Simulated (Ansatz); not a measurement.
# RbLiPdC2 (built on the sites of a database entry of Rb2PdC2): the cell at rest

Aim: bring RbLiPdC2 (built on the sites of a database entry of Rb2PdC2) to small forces and stress, as phonons need.

Method: DFT RPBE, scalar-relativistic, plane waves, PAW, in Ansatz 0.2.0.

The structure was built from a prototype and need not be the compound's stable phase.

**1. Set-up**

It takes space group P3m1 (No. 156, trigonal). The conventional cell has a = 4.788 Å, b = 4.788 Å, c = 4.726 Å, α = 90.00°, β = 90.00°, γ = 120.00°. Nearest to Rb lie 6 C at 2.81 to 3.20 Å and 3 Pd at 3.06 Å. Nearest to Li lie 3 C at 2.81 Å and 3 Pd at 3.06 Å. Nearest to Pd lie 4 C at 1.80 to 2.93 Å and 3 Rb at 3.06 Å and 3 Li at 3.06 Å. Nearest to C lie 1 C at 1.13 Å and 1 Pd at 1.80 Å and 3 Rb at 2.81 Å. Nearest to C lie 1 C at 1.13 Å and 2 Pd at 1.80 to 2.93 Å and 3 Li at 2.81 Å and 3 Rb at 3.20 Å. Farther neighbours are not listed.

Coordinates:

```cif
data_structure
_symmetry_space_group_name_H-M 'P 1'
_symmetry_Int_Tables_number 1
_cell_length_a 4.7884
_cell_length_b 4.7884
_cell_length_c 4.7265
_cell_angle_alpha 90.000
_cell_angle_beta 90.000
_cell_angle_gamma 120.000
_cell_volume 93.85
loop_
_atom_site_label
_atom_site_type_symbol
_atom_site_fract_x
_atom_site_fract_y
_atom_site_fract_z
_atom_site_occupancy
Rb1 Rb 0.33333 0.66667 0.27750 1
Li2 Li 0.66667 0.33333 0.72250 1
Pd3 Pd 0.00000 0.00000 0.00000 1
C4 C 0.00000 0.00000 0.38090 1
C5 C 0.00000 0.00000 0.61910 1
```

**2. Probe on a coarse mesh**

First a cheap look: the gap decides the mesh and the occupations, the pressure tells how far the cell has to move.

input.yaml

```yaml
crystal:
  lattice:
    - [4.78841, 0.0, 0.0]
    - [-2.3942, 4.14688, 0.0]
    - [0.0, 0.0, 4.72648]
  atoms:
    - { symbol: Rb, position: [0.3333333333, 0.6666666667, 0.2775] }
    - { symbol: Li, position: [0.6666666667, 0.3333333333, 0.7225] }
    - { symbol: Pd, position: [0.0, 0.0, 0.0] }
    - { symbol: C, position: [0.0, 0.0, 0.3809] }
    - { symbol: C, position: [0.0, 0.0, 0.6191] }
kpoints:
  mp_grid: { grid: [6, 6, 4] }
hamiltonian:
  xc: rpbe
scf:
  occupations: { method: gaussian, width: 0.1 }
output:
  forces: true
  stress: true
  eigenvalues: true
```

On the command line:

```
> ansatz run input.yaml --threads 8 --pin off --max-ram 14336MiB --backend cpu --events-out ev --progress --plain --runs-dir out
```

Numbers of over 12 decimals in the logs are rounded to 6 here.

Output:

```text
Engine: ansatz 0.2.0, x86_64-unknown-linux-gnu
Pseudopotentials: kind: paw
Pseudopotential: Rb, paw, valence charge 9, recommended cutoff 420 eV (normal), Rb.paw.azcp
Pseudopotential: Li, paw, valence charge 3, recommended cutoff 420 eV (normal), Li.paw.azcp
Pseudopotential: Pd, paw, valence charge 18, recommended cutoff 420 eV (normal), Pd.paw.azcp
[...]
--- Band table (eV; the first three rows and the last of 24) ---
  k-point 0: bands = [... 15 lower, 3.5460, 4.3675, 4.7350, 4.7350, 10.8263, 11.5855, 11.6372, 11.6372]
  k-point 1: bands = [... 15 lower, 4.6492, 4.6492, 5.1212, 5.1212, 10.3007, 10.8087, 10.8087, 11.9593]
  k-point 2: bands = [... 15 lower, 4.6598, 4.6598, 6.4132, 6.4132, 9.4338, 9.4338, 9.9374, 11.8504]
  k-point 23: bands = [... 15 lower, 4.8117, 5.5196, 6.1939, 6.4265, 7.9591, 8.3995, 10.3087, 12.3770]
[key lines of the parts left out:]
SCF converged after 8 iterations
Free energy (F): -10961.508433 eV
Fermi energy:    6.978201 eV
P = ⅓ Tr σ = 27.6419 GPa (276.419 kbar)
```

Elapsed: 0.73 s, on 8 threads of Intel Xeon Platinum 8488C (Sapphire Rapids), shared host; peak memory 0.49 GiB.

A gap read on the k-mesh alone can miss the band edges.

This step gave:

```
pressure           : 27.64 GPa
gap on the k-mesh  : 1.098 eV
volume per atom    : 18.77 Å³
direct gap on mesh : 1.174 eV
```

The coarse mesh shows a gap of 1.10 eV and a pressure of 27.6 GPa.

**3. Coarse relaxation**

The start is far from rest, so a relaxation with loose tolerances brings it close first.

Edit input.yaml of step 2 so:

```diff
@@ -21 +21,6 @@
   eigenvalues: true
+relax:
+  adjacent_minimum: "off"
+  f_tol: 0.05
+  max_steps: 80
+  cell: { stress_tol: 0.5 }
```

Output:

```text
[...]
Crystal: 5 atoms, lattice volume = 93.854 Å³
Basis set: ecut = 420 eV, 1803 PW (Γ), exchange–correlation on 72×72×64 points (8 copies of the dense FFT grid, shifted against one another)
Bands: 24, of which v1, the nominal top of the filled ones, is band 19 counted from 1 (18 counted from 0)
Symmetry: 6 space group operations
[...]
k-points: 24 of 144 (time reversal used)
[...]
- [1.0514434095389703e-16, -2.817341219562617e-17, 5.282879]
  atoms:
    - { symbol: Rb, position: [0.333333, 0.666667, 0.357041] }
    - { symbol: Li, position: [0.666667, 0.333333, 0.844564] }
    - { symbol: Pd, position: [-6.8488613876470296e-18, 2.506857254877154e-18, -0.068627] }
    - { symbol: C, position: [-6.758487958302671e-18, 2.4737782839099992e-18, 0.313179] }
    - { symbol: C, position: [-6.5125997377113375e-18, 2.3837769486822208e-18, 0.553843] }
[key lines of the parts left out:]
SCF converged after 5 iterations
Free energy (F): -10964.035301 eV
Fermi energy:    4.626468 eV
P = ⅓ Tr σ = 0.0371 GPa (0.371 kbar)
```

The job ended after 8.4 s (8 threads; peak memory 0.59 GiB; 55 s of CPU time).

Step by step:

| step | energy less that of the first step (eV) | largest force component (eV/Å) | pressure (GPa) | volume (Å³) |
| --- | --- | --- | --- | --- |
| 1 | 0.0000 | 11.7651 | 27.64 | 93.85 |
| 2 | -1.7413 | 0.5524 | 12.29 | 99.96 |
| 3 | -2.3534 | 0.2904 | 2.75 | 114.11 |
| 4 | -2.4552 | 0.4442 | 0.54 | 115.86 |
| 5 | -2.4681 | 0.1138 | -0.14 | 116.80 |
| 6 | -2.4719 | 0.0576 | -0.17 | 117.18 |
| 7 | -2.4731 | 0.0921 | -0.08 | 117.34 |
| 8 | -2.4743 | 0.0768 | 0.05 | 117.61 |
| 9 | -2.4744 | 0.0324 | 0.03 | 117.65 |
| 10* | -2.5236 | 0.0479 | 0.54 | 117.65 |
| 11 | -2.5256 | 0.0181 | 0.04 | 119.71 |
| 12* | -2.5269 | 0.0188 | 0.04 | 119.71 |

Relaxation steps marked * repeat the geometry before them on a plane-wave basis chosen anew for their cell, so energy and pressure can jump there.

Forces are held to the 6 operations that the run works with; a distortion that breaks them can't arise in this run.

```csv
"conventional cell, symmetrised",before,after,change
a (Å),4.788,5.115,+6.8 %
b (Å),4.788,5.115,+6.8 %
c (Å),4.726,5.283,+11.8 %
volume (Å³/atom),18.77,23.94,+27.6 %
```

The atoms that moved most (Å, as changes of fractional coordinates times the final cell):

```csv
atom,dx,dy,dz,length
Li2,0.000,0.000,0.645,0.645
Rb1,0.000,0.000,0.420,0.420
Pd3,0.000,0.000,-0.363,0.363
C4,0.000,0.000,-0.358,0.358
C5,0.000,0.000,-0.345,0.345
```

The relaxed structure:

```xyz
5
Lattice="5.1153 0.0000 0.0000 -2.5576 4.4300 0.0000 0.0000 0.0000 5.2829" Properties=species:S:1:pos:R:3 pbc="T T T"
Rb    0.0000    2.9533    1.8862
Li    2.5576    1.4767    4.4617
Pd    0.0000    0.0000   -0.3625
C     0.0000    0.0000    1.6545
C     0.0000    0.0000    2.9259
```

This step gave:

```
pressure           : 0.03712 GPa
gap on the k-mesh  : 0.9370 eV
volume per atom    : 23.94 Å³
direct gap on mesh : 0.9370 eV
```

In this step the volume went from 18.77 to 23.94 Å³/atom.

**4. Relaxation**

The cell and atoms are relaxed, since residual forces and stress would shift the frequencies.

input.yaml

```yaml
crystal:
  lattice:
    - [5.1152967316, -3.0838e-06, 0.0]
    - [-2.5576456951, 4.4299784594, 0.0]
    - [0.0, 0.0, 5.2828790466]
  atoms:
    - { symbol: Rb, position: [0.3333333333, 0.6666666667, 0.3570414633] }
    - { symbol: Li, position: [0.6666666667, 0.3333333333, 0.8445641129] }
    - { symbol: Pd, position: [0.0, 0.0, -0.068626846] }
    - { symbol: C, position: [0.0, 0.0, 0.3131787124] }
    - { symbol: C, position: [0.0, 0.0, 0.5538425574] }
kpoints:
  mp_grid: { grid: [6, 6, 4] }
hamiltonian:
  xc: rpbe
scf:
  occupations: { method: gaussian, width: 0.02 }
output:
  forces: true
  stress: true
  eigenvalues: true
  write_density: true
  write_potential: true
  elf: true
  volumetric_format: npy
relax:
  adjacent_minimum: "off"
  f_tol: 0.005
  max_steps: 80
  cell: { stress_tol: 0.05 }
```

Output:

```text
[...]
Crystal: 5 atoms, lattice volume = 119.713 Å³
Basis set: ecut = 420 eV, 2351 PW (Γ), exchange–correlation on 72×72×72 points (8 copies of the dense FFT grid, shifted against one another)
Bands: 24, of which v1, the nominal top of the filled ones, is band 19 counted from 1 (18 counted from 0)
Symmetry: 6 space group operations
[...]
k-points: 24 of 144 (time reversal used)
[...]
SCF iter   1: F=—  HF=-10964.041065 eV  |F-HF|=—  |Δ(HF+E_count)|=         —  Δρ=4.98e-3  dr2=4.98e-2  ethr=1.77e-3  ⟨swp⟩=6.7  Hψ=2917  notcnv=0
[...]
SCF iter   9: F=-10964.035301 eV  HF=-10964.035301 eV  |F-HF|=4.07e-8  |Δ(HF+E_count)|=   4.85e-7  Δρ=2.19e-6  dr2=9.28e-9  ethr=2.63e-10  ⟨swp⟩=14.8  Hψ=4596  notcnv=0
SCF 1 converged in 9 iterations: F = -10964.035301 eV  dr2 = 9.28e-9
[...]
relax step   1: F+E_penalty+E_count = -10964.03530133 eV  Δ(F+E_penalty+E_count) = +0.000e0 eV  max|allowed force component| = 1.885e-2 eV/Å  Δτ_max = 0.0000 Å  P = +0.037 GPa  Ω = 119.713 Å³  (9 SCF iters, dr2 threshold 1.00e-7 eV, accepted)
Crystal: 5 atoms, lattice volume = 119.827 Å³
Basis set: ecut = 420 eV, 2375 PW (Γ), exchange–correlation on 72×72×72 points (8 copies of the dense FFT grid, shifted against one another)
[...]
SCF iter   5: F=-10964.035263 eV  HF=-10964.035263 eV  |F-HF|=3.26e-8  |Δ(HF+E_count)|=   6.36e-8  Δρ=3.27e-6  dr2=1.63e-8  ethr=5.85e-11  ⟨swp⟩=10.0  Hψ=4202  notcnv=0
SCF 2 converged in 5 iterations: F = -10964.035263 eV  dr2 = 1.63e-8
relax step   2: F+E_penalty+E_count = -10964.03526295 eV  Δ(F+E_penalty+E_count) = +3.839e-5 eV  max|allowed force component| = 7.986e-3 eV/Å  Δτ_max = 0.0017 Å  P = +0.008 GPa  Ω = 119.827 Å³  energy of the carried Pulay correction = -6.099e-5 eV  (5 SCF iters, dr2 threshold 2.22e-8 eV, accepted)
Crystal: 5 atoms, lattice volume = 119.864 Å³
[...]
SCF iter   7: F=-10964.035249 eV  HF=-10964.035249 eV  |F-HF|=1.34e-9  |Δ(HF+E_count)|=   6.47e-9  Δρ=5.40e-7  dr2=8.02e-10  ethr=1.05e-11  ⟨swp⟩=8.0  Hψ=3314  notcnv=0
SCF 3 converged in 7 iterations: F = -10964.035249 eV  dr2 = 8.02e-10
relax step   3: F+E_penalty+E_count = -10964.03524889 eV  Δ(F+E_penalty+E_count) = +1.405e-5 eV  max|allowed force component| = 1.176e-3 eV/Å  Δτ_max = 0.0018 Å  P = -0.003 GPa  Ω = 119.864 Å³  energy of the carried Pulay correction = -8.074e-5 eV  (7 SCF iters, dr2 threshold 3.99e-9 eV, accepted)
[...]
SCF iter   6: F=-10964.035317 eV  HF=-10964.035317 eV  |F-HF|=2.13e-10  |Δ(HF+E_count)|=   1.27e-9  Δρ=1.10e-7  dr2=4.12e-11  ethr=1.00e-12  ⟨swp⟩=7.0  Hψ=2719  notcnv=0
SCF 4 converged in 6 iterations: F = -10964.035317 eV  dr2 = 4.12e-11
relax step   4: F+E_penalty+E_count = -10964.03531696 eV  Δ(F+E_penalty+E_count) = -6.806e-5 eV  max|allowed force component| = 1.193e-3 eV/Å  Δτ_max = 0.0000 Å  P = -0.003 GPa  Ω = 119.864 Å³  stress off target by 4.34e-3 GPa  SCF on the basis re-selected at this cell (its energy is not comparable with the rows above)  (6 SCF iters)
[...]
SCF converged after 6 iterations
Free energy (F): -10964.035317 eV
[...]
Internal energy: -10964.035317 eV  (E = F + TS)
E sigma→0 (E₀):  -10964.035317 eV
Fermi energy:    4.612704 eV
[...]
--- Forces (eV/Å), atoms counted from 1 ---
  atom   1  Rb     0.00000000     0.00000000     0.00015605
  atom   2  Li     0.00000000     0.00000000     0.00119257
  atom   3  Pd     0.00000000     0.00000000     0.00023828
  atom   4  C     -0.00000000    -0.00000000    -0.00082065
  atom   5  C     -0.00000000    -0.00000000    -0.00076892
  max |Σ_I F_I| component: 2.68e-6 eV/Å
--- Stress (GPa, compression-positive) ---
       -0.001777       0.000000       0.000000
        0.000000      -0.001777      -0.000000
        0.000000      -0.000000      -0.004337
  P = ⅓ Tr σ = -0.0026 GPa (-0.026 kbar)
--- Band table (eV; the first three rows and the last of 24) ---
  k-point 0: bands = [... 15 lower, 2.1506, 2.2599, 2.7194, 2.7194, 8.2868, 9.1182, 9.4344, 9.4344, ... 1 higher]
  k-point 1: bands = [... 15 lower, 2.6887, 2.6887, 3.2410, 3.2410, 7.8112, 8.1185, 8.1185, 8.5821, ... 1 higher]
  k-point 2: bands = [... 15 lower, 2.6840, 2.6840, 4.0649, 4.0649, 7.0618, 7.0618, 7.4299, 8.1403, ... 1 higher]
  k-point 23: bands = [... 15 lower, 2.8271, 3.0452, 4.0384, 4.1125, 5.2342, 5.7227, 7.8606, 9.3806, ... 1 higher]
--- Relaxed structure (3 steps of the walk, 3 accepted, 1 SCFs on fresh bases) ---
[...]
cell:  # Å, volume = 119.8639 Å³
    - [5.117691, -3.0852730660821358e-6, -4.298364881116122e-19]
    - [-2.558843, 4.432052, 2.060130318348142e-19]
    - [-4.43918374318304e-19, 0, 5.284570]
  atoms:
    - { symbol: Rb, position: [0.333333, 0.666667, 0.357379] }
    - { symbol: Li, position: [0.666667, 0.333333, 0.845078] }
    - { symbol: Pd, position: [0, 0, -0.068998] }
    - { symbol: C, position: [0, 0, 0.312982] }
    - { symbol: C, position: [0, 0, 0.553560] }
```

Wall time 3.2 s (8 threads); peak memory 0.56 GiB; 21 s of CPU time.

Little changed from the start: no atom moved by 0.005 Å and no cell edge by 0.1 %.

This step gave:

```
pressure           : -0.002631 GPa
gap on the k-mesh  : 0.9377 eV
volume per atom    : 23.97 Å³
direct gap on mesh : 0.9377 eV
```

Valence density in the ac plane at fractional y = 0.000, with atoms of Pd and C within 0.2 Å of it. It is the smooth field of the valence electrons, not physical close to the nuclei.

Values in e/Å³, 14 rows by 14 columns, each cell a mean:
```
13  9  2  0  0  0  0  0  0  0  0  1  5 12
11  7  2  0  0  0  0  0  0  0  0  1  3 10
 4  2  1  0  0  0  0  0  0  0  0  0  1  3
 1  1  0  0  0  0  0  0  0  0  0  0  0  1
 1  1  0  0  0  0  0  0  0  0  0  0  1  1
 2  1  0  0  0  0  0  0  0  0  0  0  1  2
 2  1  1  0  0  0  0  0  0  0  0  0  1  2
 2  1  1  0  0  0  0  0  0  0  0  0  1  2
 2  1  1  0  0  0  0  0  0  0  0  0  1  2
 2  1  1  0  0  0  0  0  0  0  0  0  1  2
 2  1  0  0  0  0  0  0  0  0  0  0  1  1
 1  1  0  0  0  0  0  0  0  0  0  0  0  1
 2  1  0  0  0  0  0  0  0  0  0  0  1  1
 8  5  1  0  0  0  0  0  0  0  0  0  2  7
```
Columns run along a (5.1 Å), rows up along c (5.3 Å). Atoms in or near the plane, at fractional coordinates: Pd at (0.00, 0.93), C at (0.00, 0.31), C at (0.00, 0.55).

Electrostatic potential energy in the ac plane at fractional y = 0.000, with atoms of Pd and C within 0.2 Å of it. With pseudopotentials it is smooth inside the atoms' cores, unlike the true potential.

Ten even steps from '_' (-65 eV) to '@' (8 eV), each cell a mean:
```
__::**@@@@@@@@@@@@@@@@%%==__
__--##@@@@@@@@@@@@@@@@%%++..
==**%%@@@@@@@@@@@@@@@@@@##++
%%%%@@@@@@@@@@@@@@@@@@@@@@%%
++##@@@@@@@@@@@@@@@@@@@@@@**
__==%%@@@@@@@@@@@@@@@@@@##..
__==%%@@@@@@@@@@@@@@@@@@##..
==##@@@@@@@@@@@@@@@@@@@@%%++
..++@@@@@@@@@@@@@@@@@@@@%%--
__--%%@@@@@@@@@@@@@@@@@@##..
--**@@@@@@@@@@@@@@@@@@@@%%==
%%@@@@@@@@@@@@@@@@@@@@@@@@%%
**##@@@@@@@@@@@@@@@@@@@@%%**
..==##@@@@@@@@@@@@@@@@@@**::
```
Columns run along a (5.1 Å; values clipped at the 3rd and 97th percentile), rows up along c (5.3 Å). Atoms in or near the plane, at fractional coordinates: Pd at (0.00, 0.93), C at (0.00, 0.31), C at (0.00, 0.55).

ELF in the ac plane at fractional y = 0.000, with atoms of Pd and C within 0.2 Å of it. It is the smooth field of the valence electrons, not physical close to the nuclei.

Values, 14 rows by 14 columns, each cell a mean:
```
0.30 0.48 0.44 0.30 0.31 0.26 0.11 0.07 0.18 0.30 0.30 0.35 0.50 0.40
0.44 0.53 0.42 0.29 0.31 0.27 0.12 0.08 0.19 0.31 0.29 0.33 0.50 0.49
0.39 0.37 0.28 0.25 0.27 0.23 0.10 0.07 0.16 0.27 0.26 0.25 0.32 0.39
0.43 0.39 0.33 0.28 0.23 0.15 0.06 0.04 0.10 0.20 0.26 0.30 0.36 0.41
0.82 0.80 0.67 0.46 0.24 0.08 0.02 0.02 0.04 0.14 0.33 0.56 0.75 0.82
0.30 0.62 0.71 0.53 0.22 0.04 0.01 0.01 0.02 0.10 0.36 0.64 0.72 0.46
0.30 0.59 0.69 0.50 0.16 0.03 0.03 0.04 0.03 0.06 0.31 0.62 0.69 0.44
0.82 0.83 0.73 0.47 0.12 0.04 0.10 0.14 0.06 0.05 0.26 0.62 0.79 0.83
0.53 0.70 0.70 0.45 0.10 0.05 0.16 0.23 0.09 0.04 0.24 0.60 0.73 0.62
0.15 0.54 0.69 0.45 0.10 0.04 0.13 0.19 0.08 0.04 0.23 0.60 0.68 0.33
0.73 0.80 0.73 0.44 0.11 0.03 0.06 0.08 0.04 0.04 0.24 0.60 0.79 0.78
0.64 0.59 0.48 0.31 0.13 0.03 0.02 0.02 0.02 0.07 0.21 0.39 0.54 0.63
0.29 0.27 0.24 0.23 0.18 0.09 0.03 0.02 0.05 0.13 0.21 0.23 0.25 0.28
0.49 0.52 0.38 0.27 0.26 0.19 0.07 0.05 0.12 0.24 0.26 0.30 0.46 0.51
```
Columns run along a (5.1 Å), rows up along c (5.3 Å). Atoms in or near the plane, at fractional coordinates: Pd at (0.00, 0.93), C at (0.00, 0.31), C at (0.00, 0.55).

In this step the volume went from 23.94 to 23.97 Å³/atom.

**5. Tight relaxation**

Phonons need a cell at rest on their own settings, so the relaxation is repeated with tight tolerances on forces and stress, using the mesh and the filling of the phonon run that follows.

input.yaml

```yaml
crystal:
  lattice:
    - [5.11769147, -3.0853e-06, 0.0]
    - [-2.5588430631, 4.4320523644, 0.0]
    - [0.0, 0.0, 5.2845699885]
  atoms:
    - { symbol: Rb, position: [0.3333333333, 0.6666666667, 0.357378893] }
    - { symbol: Li, position: [0.6666666667, 0.3333333333, 0.8450776148] }
    - { symbol: Pd, position: [0.0, 0.0, -0.0689983257] }
    - { symbol: C, position: [0.0, 0.0, 0.312982189] }
    - { symbol: C, position: [0.0, 0.0, 0.553559629] }
kpoints:
  mp_grid: { grid: [6, 6, 4] }
hamiltonian:
  xc: rpbe
scf:
  occupations: { method: fixed }
output:
  forces: true
  stress: true
  eigenvalues: true
relax:
  adjacent_minimum: "off"
  f_tol: 0.001
  max_steps: 60
  cell: { stress_tol: 0.01 }
```

Output:

```text
[...]
Crystal: 5 atoms, lattice volume = 119.864 Å³
Basis set: ecut = 420 eV, 2375 PW (Γ), exchange–correlation on 72×72×72 points (8 copies of the dense FFT grid, shifted against one another)
Bands: 24, of which v1, the nominal top of the filled ones, is band 19 counted from 1 (18 counted from 0)
Symmetry: 6 space group operations
[...]
k-points: 24 of 144 (time reversal used)
[...]
cell:  # Å, volume = 119.9155 Å³
    - [5.119026, -3.086076604584732e-6, 0]
    - [-2.559510, 4.433208, 0]
    - [0, 0, 5.284090]
  atoms:
    - { symbol: Rb, position: [0.333333, 0.666667, 0.359078] }
    - { symbol: Li, position: [0.666667, 0.333333, 0.847453] }
    - { symbol: Pd, position: [0, 0, -0.070287] }
    - { symbol: C, position: [-1.0702831947067198e-19, 0, 0.311582] }
    - { symbol: C, position: [-1.0590305589237958e-19, 0, 0.552174] }
[key lines of the parts left out:]
SCF converged after 8 iterations
Free energy (F): -10964.035324 eV
Fermi energy:    4.143291 eV
P = ⅓ Tr σ = -0.0000 GPa (-0.000 kbar)
```

Run time: 6.6 s. Hardware: 8 threads; peak memory 0.59 GiB; 44 s of CPU time.

The steps of the relaxation:

```csv
step,energy less that of the first step (eV),largest force component (eV/Å),pressure (GPa),volume (Å³)
1,0.0000,0.0011,0.00,119.86
2,0.0000,0.0013,0.00,119.86
3,0.0000,0.0016,0.00,119.85
4,0.0003,0.2188,0.09,119.86
5,0.0000,0.0012,0.00,119.86
6,0.0000,0.0014,0.00,119.91
7,0.0000,0.0002,0.00,119.92
8*,0.0000,0.0002,0.00,119.92
```

Relaxation steps marked * repeat the geometry before them on a plane-wave basis chosen anew for their cell, so energy and pressure can jump there. Relaxation step 4 was tried and not accepted.

The run keeps the 6 symmetry operations that it works with, so distortions that break them were not tested.

| conventional cell, symmetrised | before | after | change |
| --- | --- | --- | --- |
| a (Å) | 5.118 | 5.119 | +0.0 % |
| b (Å) | 5.118 | 5.119 | +0.0 % |
| c (Å) | 5.285 | 5.284 | -0.0 % |
| volume (Å³/atom) | 23.97 | 23.98 | +0.0 % |

The atoms that moved most (Å, as changes of fractional coordinates times the final cell):

| atom | dx | dy | dz | length |
| --- | --- | --- | --- | --- |
| Li2 | 0.000 | 0.000 | 0.013 | 0.013 |
| Rb1 | 0.000 | 0.000 | 0.009 | 0.009 |
| C4 | 0.000 | 0.000 | -0.007 | 0.007 |
| C5 | 0.000 | 0.000 | -0.007 | 0.007 |
| Pd3 | 0.000 | 0.000 | -0.007 | 0.007 |

The relaxed structure:

```cif
data_structure
_symmetry_space_group_name_H-M 'P 1'
_symmetry_Int_Tables_number 1
_cell_length_a 5.1190
_cell_length_b 5.1190
_cell_length_c 5.2841
_cell_angle_alpha 90.000
_cell_angle_beta 90.000
_cell_angle_gamma 120.000
_cell_volume 119.92
loop_
_atom_site_label
_atom_site_type_symbol
_atom_site_fract_x
_atom_site_fract_y
_atom_site_fract_z
_atom_site_occupancy
Rb1 Rb 0.33333 0.66667 0.35908 1
Li2 Li 0.66667 0.33333 0.84745 1
Pd3 Pd 0.00000 0.00000 0.92971 1
C4 C 0.00000 0.00000 0.31158 1
C5 C 0.00000 0.00000 0.55217 1
```

This step gave:

```yaml
pressure: -5.45e-7 GPa
gap_on_the_k_mesh: 0.9325 eV
volume_per_atom: 23.98 Å³
direct_gap_on_mesh: 0.9325 eV
```

The largest force component left is 0.24 meV/Å and the pressure is 0.000 GPa, within the tolerances set. The cell now holds 23.98 Å³/atom.

**6. Outcome**

* space group after relaxation (within 0.01 Å): P3m1
* lattice constant a: 5.119 Å
* lattice constant b: 5.119 Å
* lattice constant c: 5.284 Å
* volume per atom: 24.0 Å³
* gap on the k-mesh: 0.933 eV

The largest force component left is 0.24 meV/Å and the pressure is 0.000 GPa, within the tolerances set. The cell now holds 23.98 Å³/atom. The relaxation keeps the symmetry of its start, so it says nothing on stability against lower symmetry. The starting cell was built on a prototype and not taken from a measurement, so the phase need not exist.

[Logs are printed without paths, hosts, clocks, repeated set-up lines and the standing remarks that a program may print on its own settings, such as how far it seeks lower states.]

[Hosts, paths, dates, database ids (printed as entryN), source tags and the programs' standing remarks are cut or masked in the printed files.]
